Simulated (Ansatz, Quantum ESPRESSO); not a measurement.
# honeycomb PAs, 1 layer: biaxial strain by an ASE script, part 2 of 2

Aim: band edges, gap and stiffness of honeycomb PAs, 1 layer under biaxial strain.

Quantum ESPRESSO 7.5; plane-wave DFT, PBE, GBRV ultrasoft pseudopotentials; geometry by Ansatz 0.2.0 with PAW datasets.

So far: Starting point; Relaxation with Ansatz.

### Step 3. The script

Under ESM bc1 levels count from the vacuum, or from the mean of the two vacuum levels where the sheet has a dipole, so band edges at unlike strains can be compared.

Level of this step: plane-wave DFT, PBE, GBRV ultrasoft pseudopotentials (Quantum ESPRESSO 7.5).

Input file run.py:

```python
import json
import numpy as np
from ase import Atoms
from ase.calculators.espresso import Espresso, EspressoProfile

profile = EspressoProfile(command='mpirun -n 2 pw.x -nk 2', pseudo_dir='../pseudo')
pseudopotentials = {'As': 'as_pbe_v1.uspp.F.UPF', 'P': 'p_pbe_v1.5.uspp.F.UPF'}
system = {'ecutwfc': 40, 'ecutrho': 200, 'occupations': 'smearing', 'smearing': 'fd', 'degauss': 0.002}


def calculator(name, kpts, **extra):
    data = dict(control=dict(tprnfor=True, verbosity='high', disk_io='none'),
                system=system | extra,
                electrons=dict(conv_thr=1e-09, mixing_beta=0.4, mixing_mode='plain',
                               electron_maxstep=100))
    return Espresso(profile=profile, directory=name, pseudopotentials=pseudopotentials, kpts=kpts, input_data=data)


def centre(atoms):
    z = atoms.positions[:, 2]
    atoms.positions[:, 2] -= (z.max() + z.min()) / 2  # ESM wants the slab about z = 0
    return atoms

sheet = Atoms(
    ['As', 'P'],
    scaled_positions=[
        [0.6666666667, 0.3333333333, 0.4595978515],
        [0.3333333333, 0.6666666667, 0.5404021485]],
    cell=[
        [3.453959586075, 0.000000000000, 0.000000000000],
        [-1.726979793038, 2.991216745186, 0.000000000000],
        [0.000000000000, 0.000000000000, 16.320000000000]],
    pbc=True)

rows = []
for strain in [-0.03, -0.015, 0.0, 0.015, 0.03]:
    atoms = sheet.copy()
    atoms.set_cell(sheet.cell.array * [[1 + strain], [1 + strain], [1]], scale_atoms=True)
    atoms = centre(atoms)
    atoms.calc = calculator(f's{strain:+.3f}', (12, 12, 1), assume_isolated='esm', esm_bc='bc1', nbnd=9)
    energy = atoms.get_potential_energy()
    levels = np.array([atoms.calc.get_eigenvalues(kpt=i) for i in range(len(atoms.calc.get_ibz_k_points()))])
    top, bottom = levels[:, 4].max(), levels[:, 5].min()
    direct = (levels[:, 5] - levels[:, 4]).min()
    rows.append([strain, energy, top, bottom, direct])
    print(f'strain {strain:+.3f}: E = {energy:.5f} eV, valence top {top:.3f}, conduction bottom {bottom:.3f}, '
          f'gap {bottom - top:.3f}, least direct gap {direct:.3f} eV')

x, energy, top, bottom, direct = np.array(rows).T
area = np.linalg.norm(np.cross(*sheet.cell[:2]))
stiffness = np.polyfit(x, energy, 2)[0] / area * 16.0218  # C11 + C12, heights clamped
print(f'valence and conduction edges move by {np.polyfit(x, top, 1)[0]:.2f} and {np.polyfit(x, bottom, 1)[0]:.2f} eV per unit biaxial strain')
print(f'C11 + C12 with clamped heights: {stiffness:.1f} N/m')
json.dump(dict(rows=rows, stiffness=stiffness), open('result.json', 'w'))
```

The run is started by

```
$ OMP_NUM_THREADS=1 python run.py
```

The log of the run:

```text
strain -0.030: E = -758.88000 eV, valence top -5.564, conduction bottom -3.906, gap 1.658, least direct gap 2.381 eV
strain -0.015: E = -758.92212 eV, valence top -5.697, conduction bottom -3.937, gap 1.760, least direct gap 2.313 eV
strain +0.000: E = -758.93764 eV, valence top -5.812, conduction bottom -3.963, gap 1.849, least direct gap 2.204 eV
strain +0.015: E = -758.92951 eV, valence top -5.898, conduction bottom -3.986, gap 1.912, least direct gap 2.109 eV
strain +0.030: E = -758.90040 eV, valence top -5.851, conduction bottom -4.007, gap 1.844, least direct gap 2.026 eV
valence and conduction edges move by -5.17 and -1.68 eV per unit biaxial strain
C11 + C12 with clamped heights: 81.8 N/m
```

Elapsed: 1.9 min, on 2 MPI ranks of Arm Neoverse V2, shared host; peak memory 0.35 GiB.

The input that ASE wrote for the first run, and its log:

```
&CONTROL
   verbosity        = 'high'
   tprnfor          = .true.
   disk_io          = 'none'
   pseudo_dir       = '../pseudo'
/
&SYSTEM
   nbnd             = 9
   ecutwfc          = 40
   ecutrho          = 200
   occupations      = 'smearing'
   degauss          = 0.002
   smearing         = 'fd'
   assume_isolated  = 'esm'
   esm_bc           = 'bc1'
   ntyp             = 2
   nat              = 2
   ibrav            = 0
/
&ELECTRONS
   electron_maxstep = 100
   conv_thr         = 1e-09
   mixing_mode      = 'plain'
   mixing_beta      = 0.4
/
&IONS
/
&CELL
/
&FCP
/
&RISM
/
ATOMIC_SPECIES
As 74.921595 as_pbe_v1.uspp.F.UPF
P 30.973761998 p_pbe_v1.5.uspp.F.UPF

K_POINTS automatic
12 12 1  0 0 0

CELL_PARAMETERS angstrom
3.35034079849275 0.00000000000000 0.00000000000000
-1.67517039924686 2.90148024283042 0.00000000000000
0.00000000000000 0.00000000000000 16.32000000000000

ATOMIC_POSITIONS angstrom
As 1.6751703994 0.9671600808 -0.6593630635  
P -0.0000000002 1.9343201620 0.6593630635
```

```text
Program PWSCF v.7.5 starts
[citation notice left out]

     Parallel version (MPI & OpenMP), running on       2 processor cores
     Number of MPI processes:                 2
     Threads/MPI process:                     1

     MPI processes distributed on     1 nodes
[... 1 line left out ...]

Warning: card &CELL ignored
Warning: card &FCP ignored
Warning: card &RISM ignored

     Current dimensions of program PWSCF are:
     Max number of different atomic species (ntypx) = 10
     Max number of k-points (npk) =  40000
     Max angular momentum in pseudopotentials (lmaxx) =  4
     Message from routine setup:
     using ibrav=0 with symmetry is DISCOURAGED, use correct ibrav instead

     K-points division:     npool     =       2
     Subspace diagonalization in iterative solution of the eigenvalue problem:
     a serial algorithm will be used

     G-vector sticks info
     --------------------
     sticks:   dense  smooth     PW     G-vecs:    dense   smooth      PW
     Sum         559     439    139                51193    36659    6075

     Using Slab Decomposition

     bravais-lattice index     =            0
     lattice parameter (alat)  =       6.3312  a.u.
     unit-cell volume          =    1070.5954 (a.u.)^3
     number of atoms/cell      =            2
     number of atomic types    =            2
     number of electrons       =        10.00
     number of Kohn-Sham states=            9
     kinetic-energy cutoff     =      40.0000  Ry
     charge density cutoff     =     200.0000  Ry
     scf convergence threshold =      1.0E-09
     mixing beta               =       0.4000
     number of iterations used =            8  plain     mixing
     Exchange-correlation=  SLA  PW   PBX  PBC
                           (   1   4   3   4   0   0   0)

     Effective Screening Medium Method
     =================================
     Boundary Conditions: Vacuum-Slab-Vacuum
     total charge in unit cell        =   0.0000
     grid points for fit at edges     =        4

[... 10 lines left out ...]
     PseudoPot. # 1 for As read from file:
     ../pseudo/as_pbe_v1.uspp.F.UPF
     Pseudo is Ultrasoft + core correction, Zval =  5.0
     Generated by new atomic code, or converted to UPF format
     Using radial grid of  875 points,  6 beta functions with:
                l(1) =   0
                l(2) =   0
                l(3) =   1
                l(4) =   1
                l(5) =   2
                l(6) =   2
     Q(r) pseudized with  8 coefficients,  rinner =    1.300   1.300   1.300
                                                       1.300   1.300

     PseudoPot. # 2 for P  read from file:
     ../pseudo/p_pbe_v1.5.uspp.F.UPF
     Pseudo is Ultrasoft + core correction, Zval =  5.0
     Generated by new atomic code, or converted to UPF format
     Using radial grid of  903 points,  6 beta functions with:
                l(1) =   0
[... 427 lines left out ...]
------------------
[... 1 line left out ...]

     negative rho (up, down):  1.743E-04 0.000E+00

[... 1 line left out ...]

     total energy              =     -55.77665636 Ry
     estimated scf accuracy    <          2.7E-09 Ry

     iteration # 18     ecut=    40.00 Ry     beta= 0.40
[... 1 line left out ...]

---- Real-time Memory Report at c_bands before calling an iterative solver
           161 MiB given to the printing process from OS
            68 MiB allocation reported by mallinfo(arena+hblkhd)
[... 1 line left out ...]
------------------
[... 1 line left out ...]

     negative rho (up, down):  1.743E-04 0.000E+00

[... 1 line left out ...]

     End of self-consistent calculation

          k = 0.0000 0.0000 0.0000 (  4599 PWs)   bands (ev):

   -19.9810 -12.6296  -6.4204  -5.5640  -5.5640  -2.3703  -1.7045  -1.7045
    -0.7508

     occupation numbers
     1.0000   1.0000   1.0000   1.0000   1.0000   0.0000   0.0000   0.0000
     0.0000

[... 108 lines left out ...]

     the Fermi energy is    -4.6749 ev

!    total energy              =     -55.77665636 Ry
     estimated scf accuracy    <          4.5E-10 Ry
     smearing contrib. (-TS)   =      -0.00000000 Ry
     internal energy E=F+TS    =     -55.77665636 Ry

     The total energy is F=E-TS. E is the sum of the following terms:
     one-electron contribution =      76.07735264 Ry
     hartree contribution      =     -37.35761105 Ry
     xc contribution           =     -37.45534317 Ry
     ewald contribution        =     -57.04105478 Ry

     convergence has been achieved in  18 iterations

     negative rho (up, down):  1.743E-04 0.000E+00

     Forces acting on atoms (cartesian axes, Ry/au):

     atom    1 type  1   force =     0.00000000    0.00000000   -0.01946593
     atom    2 type  2   force =     0.00000000   -0.00000000    0.01946957
     The non-local contrib.  to forces
     atom    1 type  1   force =     0.00000000   -0.00000000   -0.50267637
     atom    2 type  2   force =     0.00000000    0.00000000   -0.34039843
     The ionic contribution  to forces
     atom    1 type  1   force =    -0.00000000    0.00000000   -7.76718214
     atom    2 type  2   force =     0.00000000   -0.00000000    7.76718214
     The local contribution  to forces
     atom    1 type  1   force =    -0.00000000    0.00000000    8.30169966
     atom    2 type  2   force =     0.00000000   -0.00000000   -7.42702892
     The core correction contribution to forces
     atom    1 type  1   force =     0.00000000   -0.00000000   -0.05129429
     atom    2 type  2   force =    -0.00000000    0.00000000    0.01968050
     The Hubbard contrib.    to forces
     atom    1 type  1   force =     0.00000000    0.00000000    0.00000000
     atom    2 type  2   force =     0.00000000    0.00000000    0.00000000
     The SCF correction term to forces
     atom    1 type  1   force =     0.00000000   -0.00000000   -0.00001280
     atom    2 type  2   force =    -0.00000000    0.00000000    0.00003428

     Total force =     0.027532     Total SCF correction =     0.000037
     Message from routine punch:
     Nothing written, as per user request (disk_io='none')

[... 1 line left out ...]

[... 1 line left out ...]

[... 1 line left out ...]

[... 3 lines left out ...]

[... 1 line left out ...]

[... 2 lines left out ...]

[... 1 line left out ...]

[... 1 line left out ...]

=------------------------------------------------------------------------------=
   JOB DONE.
=------------------------------------------------------------------------------=
```

This step gave:

```
biaxial stiffness : 81.77 N/m
```

Table of band edge from the vacuum level by biaxial strain:

| biaxial strain (%) | valence top (eV) | conduction bottom (eV) |
| --- | --- | --- |
| -3.00 | -5.56 | -3.91 |
| -1.50 | -5.70 | -3.94 |
| 0.00 | -5.81 | -3.96 |
| 1.50 | -5.90 | -3.99 |
| 3.00 | -5.85 | -4.01 |

The gap by biaxial strain:

| biaxial strain (%) | on the mesh (eV) | least direct (eV) |
| --- | --- | --- |
| -3.00 | 1.66 | 2.38 |
| -1.50 | 1.76 | 2.31 |
| 0.00 | 1.85 | 2.20 |
| 1.50 | 1.91 | 2.11 |
| 3.00 | 1.84 | 2.03 |

The energy over the lowest by biaxial strain:

| biaxial strain (%) | energy over the lowest (meV) |
| --- | --- |
| -3.00 | 57.6 |
| -1.50 | 15.5 |
| 0.00 | 0 |
| 1.50 | 8.13 |
| 3.00 | 37.2 |

### Step 4. The script: LDA, GBRV ultrasoft

Level of this step: plane-wave DFT, LDA, GBRV ultrasoft pseudopotentials (Quantum ESPRESSO 7.5).

run.py is the input of step 3 with these lines changed:

```diff
@@ -6,3 +6,3 @@
 profile = EspressoProfile(command='mpirun -n 2 pw.x -nk 2', pseudo_dir='../pseudo')
-pseudopotentials = {'As': 'as_pbe_v1.uspp.F.UPF', 'P': 'p_pbe_v1.5.uspp.F.UPF'}
+pseudopotentials = {'As': 'as_lda_v1.uspp.F.UPF', 'P': 'p_lda_v1.5.uspp.F.UPF'}
 system = {'ecutwfc': 40, 'ecutrho': 200, 'occupations': 'smearing', 'smearing': 'fd', 'degauss': 0.002}
```

The run is started by

```
$ OMP_NUM_THREADS=1 python run.py
```

The log of the run:

```text
strain -0.030: E = -752.92045 eV, valence top -5.785, conduction bottom -4.224, gap 1.561, least direct gap 2.273 eV
strain -0.015: E = -752.92323 eV, valence top -5.915, conduction bottom -4.255, gap 1.660, least direct gap 2.210 eV
strain +0.000: E = -752.90105 eV, valence top -6.028, conduction bottom -4.281, gap 1.747, least direct gap 2.098 eV
strain +0.015: E = -752.85693 eV, valence top -6.111, conduction bottom -4.302, gap 1.809, least direct gap 2.001 eV
strain +0.030: E = -752.79334 eV, valence top -6.060, conduction bottom -4.320, gap 1.740, least direct gap 1.916 eV
valence and conduction edges move by -4.98 and -1.59 eV per unit biaxial strain
C11 + C12 with clamped heights: 76.1 N/m
```

Elapsed: 1.7 min, on 2 MPI ranks; peak memory 0.33 GiB; 3.4 min of CPU time.

Read from the output:

* biaxial stiffness: 76.15 N/m

Table of band edge from the vacuum level by biaxial strain:

| biaxial strain (%) | valence top (eV) | conduction bottom (eV) |
| --- | --- | --- |
| -3.00 | -5.79 | -4.22 |
| -1.50 | -5.91 | -4.25 |
| 0.00 | -6.03 | -4.28 |
| 1.50 | -6.11 | -4.30 |
| 3.00 | -6.06 | -4.32 |

Table of gap by biaxial strain:

| biaxial strain (%) | on the mesh (eV) | least direct (eV) |
| --- | --- | --- |
| -3.00 | 1.56 | 2.27 |
| -1.50 | 1.66 | 2.21 |
| 0.00 | 1.75 | 2.10 |
| 1.50 | 1.81 | 2.00 |
| 3.00 | 1.74 | 1.92 |

The energy over the lowest by biaxial strain:

| biaxial strain (%) | energy over the lowest (meV) |
| --- | --- |
| -3.00 | 2.78 |
| -1.50 | 0 |
| 0.00 | 22.2 |
| 1.50 | 66.3 |
| 3.00 | 130 |

### Step 5. Running the series, with ecutwcf = 40

Another try, with an input changed as a hurried user might.

Level of this step: plane-wave DFT, PBE, GBRV ultrasoft pseudopotentials (Quantum ESPRESSO 7.5).

run.py is the input of step 3 with these lines changed:

```diff
@@ -7,3 +7,3 @@
 pseudopotentials = {'As': 'as_pbe_v1.uspp.F.UPF', 'P': 'p_pbe_v1.5.uspp.F.UPF'}
-system = {'ecutwfc': 40, 'ecutrho': 200, 'occupations': 'smearing', 'smearing': 'fd', 'degauss': 0.002}
+system = {'ecutwfc': 40, 'ecutrho': 200, 'occupations': 'smearing', 'smearing': 'fd', 'degauss': 0.002, 'ecutwcf': 40}
 
@@ -14,3 +14,3 @@
                 electrons=dict(conv_thr=1e-09, mixing_beta=0.4, mixing_mode='plain',
-                               electron_maxstep=100))
+                               electron_maxstep=60))
     return Espresso(profile=profile, directory=name, pseudopotentials=pseudopotentials, kpts=kpts, input_data=data)
@@ -35,3 +35,3 @@
 rows = []
-for strain in [-0.03, -0.015, 0.0, 0.015, 0.03]:
+for strain in [-0.03, -0.015, 0.0]:
     atoms = sheet.copy()
```

The run is started by

```
$ OMP_NUM_THREADS=1 python run.py
```

The log of the run:

```text
subprocess.CalledProcessError: the calculator's command failed
```

It took 1 s on 2 MPI ranks; peak memory 0.16 GiB.

The input that ASE wrote for the run that failed, and its log:

```
&CONTROL
   verbosity        = 'high'
   tprnfor          = .true.
   disk_io          = 'none'
   pseudo_dir       = '../pseudo'
/
&SYSTEM
   nbnd             = 9
   ecutwfc          = 40
   ecutrho          = 200
   occupations      = 'smearing'
   degauss          = 0.002
   smearing         = 'fd'
   assume_isolated  = 'esm'
   esm_bc           = 'bc1'
   ecutwcf          = 40
   ntyp             = 2
   nat              = 2
   ibrav            = 0
/
&ELECTRONS
   electron_maxstep = 60
   conv_thr         = 1e-09
   mixing_mode      = 'plain'
   mixing_beta      = 0.4
/
&IONS
/
&CELL
/
&FCP
/
&RISM
/
ATOMIC_SPECIES
As 74.921595 as_pbe_v1.uspp.F.UPF
P 30.973761998 p_pbe_v1.5.uspp.F.UPF

K_POINTS automatic
12 12 1  0 0 0

CELL_PARAMETERS angstrom
3.35034079849275 0.00000000000000 0.00000000000000
-1.67517039924686 2.90148024283042 0.00000000000000
0.00000000000000 0.00000000000000 16.32000000000000

ATOMIC_POSITIONS angstrom
As 1.6751703994 0.9671600808 -0.6593630635  
P -0.0000000002 1.9343201620 0.6593630635
```

```text
Program PWSCF v.7.5 starts
[citation notice left out]

     Parallel version (MPI & OpenMP), running on       2 processor cores
     Number of MPI processes:                 2
     Threads/MPI process:                     1

     MPI processes distributed on     1 nodes
[... 1 line left out ...]

 %%%%%%%%%%%%%%%%%%%%%%%%%%%%%%%%%%%%%%%%%%%%%%%%%%%%%%%%%%%%%%%%%%%%%%%%%%%%%%
     Error in routine  read_namelists (1):
      bad line in namelist &system: "   ecutwcf          = 40" (error could be in the previous line)
 %%%%%%%%%%%%%%%%%%%%%%%%%%%%%%%%%%%%%%%%%%%%%%%%%%%%%%%%%%%%%%%%%%%%%%%%%%%%%%

     stopping ...
```

The program refused the input before any cycle.

A key was misspelt on purpose.

The namelist reader stops at a key that the namelist doesn't hold; the line has to be put right or, where the proper key already stands in the input, deleted.

### Step 6. The arithmetic

Under equal strain ε in the plane, E = A (C11 + C12) ε². From the points at ±1.5 %: d²E/dε² = (15.51 + 8.13 − 2 × 0.00) meV / 0.015² = 105 eV, and 105/(2 × 10.332 Å²) × 16.02 = 81 N/m.

### Step 7. Outcome

```json
{"C11 + C12, heights clamped, PBE, GBRV ultrasoft": "82 N/m", "gap on the mesh at zero strain, PBE, GBRV ultrasoft": "1.85 eV", "valence top below the mean of the two vacuum levels at zero strain, PBE, GBRV ultrasoft": "5.81 eV", "shift of the conduction bottom per unit biaxial strain, PBE, GBRV ultrasoft": "-1.7 eV", "C11 + C12, heights clamped, LDA, GBRV ultrasoft": "76 N/m", "gap on the mesh at zero strain, LDA, GBRV ultrasoft": "1.75 eV", "valence top below the mean of the two vacuum levels at zero strain, LDA, GBRV ultrasoft": "6.03 eV", "shift of the conduction bottom per unit biaxial strain, LDA, GBRV ultrasoft": "-1.6 eV"}
```

What this shows: The sheet's biaxial stiffness comes to 82 N/m and its gap at zero strain to 1.85 eV (PBE, GBRV ultrasoft). From −3 % to +3 % the gap on the mesh goes from 1.66 to 1.84 eV, through a peak of 1.91 eV; it is indirect at every strain. The valence top bends along the series, so the script's straight-line slope describes it poorly. Heights are clamped under strain, which makes a sheet with several atomic planes too stiff. Zero strain is the PBE cell; under LDA the energy is lowest near -2.2 %, so its stiffness is taken away from its own minimum. Semilocal gaps are too small. The sheet carries a dipole, so the two faces have unlike vacuum levels and the zero lies between them. Spin-orbit coupling is left out; depending on the atoms that carry the levels of interest, it can split and shift them by tens to hundreds of meV.

[Logs are printed without paths, hosts, clocks, repeated set-up lines and the standing remarks that a program may print on its own settings, such as how far it seeks lower states.]

[Hosts, paths, dates, database ids (printed as entryN), source tags and the programs' standing remarks are cut or masked in the printed files.]

[Maps of the electrostatic potential energy from Ansatz leave out the sawtooth potential of an applied field or a dipole correction, so their vacuum need not be flat; planar profiles and work functions include it.]
